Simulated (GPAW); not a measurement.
Records of electronic-structure calculations.

```
LiCl (Fm-3m): G0W0 with GPAW, start to end
1.0
     0.00000    2.56477    2.56477
     2.56477    0.00000    2.56477
     2.56477    2.56477    0.00000
Li Cl
1 1
Direct
  0.00000 0.00000 0.00000
  0.50000 0.50000 0.50000
# method: DFT, LDA, plane waves, PAW (and 1 further level or step)
# program: GPAW 26.7.0
# settings: cutoff 600 eV, GPAW PAW setups 1.2.1 data release, 6×6×6 k-mesh, nbands 117
# cost: 4 runs, 50 s in all on 4 MPI ranks of Intel Xeon 6975P-C (Granite Rapids), shared host
# notes: The database entry behind the starting cell differs from other determinations of this structure. The cell and positions come from the Crystallography Open Database and are kept as given unless a step says otherwise.
# LDA gap: 5.98 eV, indirect (only 5 meV under the direct gap)
# G0W0 gap on the mesh: 8.66 eV
# GW settings: 6×6×6 mesh, 107 bands, screening to 125 eV, Godby-Needs plasmon pole
# known limits: short of the basis limit
```

[Long decimals in the printed logs are rounded to 6 places.]

[Logs are printed without paths, hosts, clocks, repeated set-up lines and the standing remarks that a program may print on its own settings, such as how far it seeks lower states.]

[Paths, hosts, dates, memory and timing lines, banners, echoed tables and standing remarks are left out of the program output; an Ansatz launch command may be rebuilt from the run's recorded settings. Measured values are a selection of at most five: reports struck by readers or far from the other reports are left out. None is set beside runs whose start may be inverted or whose files or cutoffs have a known fault.]

[Runs of the session that timed out or met a known fault of the program may be left out.]

[Hosts, paths, dates, database ids (printed as entryN), source tags and the programs' standing remarks are cut or masked in the printed files.]

[Where the starting crystal was built by hand or by swapping elements, it need not be the compound's stable phase.]
